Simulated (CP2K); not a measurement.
The C K edge of silylacetaldehyde was computed by TDDFT (CP2K XAS_TDP, aug-pc-1, TDA) at these levels: BHandHLYP, PBEh(45%) and PBEh(45%) + GW2X. The first three lines of C2 (bonded to C, O and H) with a strength over 0.0015, energy in eV and strength:

| run | first | second | third |
| --- | --- | --- | --- |
| 1 | 288.12 (0.070) | 292.89 (0.014) | 293.69 (0.002) |
| 2 | 281.51 (0.072) | 286.29 (0.014) | 287.09 (0.002) |
| 3 | 283.51 (0.075) | 288.38 (0.018) | 289.36 (0.002) |

Which run is which?

Run 1: PBEh(45%) + GW2X (45 % exact exchange). Run 2: PBEh(45%) (45 % exact exchange). Run 3: BHandHLYP (50 % exact exchange). Self-interaction lifts the core level, so the uncorrected lines rise with the share of exact exchange. The GW2X run keeps the spacings of its parent: 4.77 eV between the first two lines in run 1, 4.78 eV in run 2. Its shift is +6.61 eV, since the Kohn–Sham level at this share of exchange lies that far above the quasiparticle level.

[Hosts, paths, dates, database ids (printed as entryN), source tags and the programs' standing remarks are cut or masked in the printed files.]
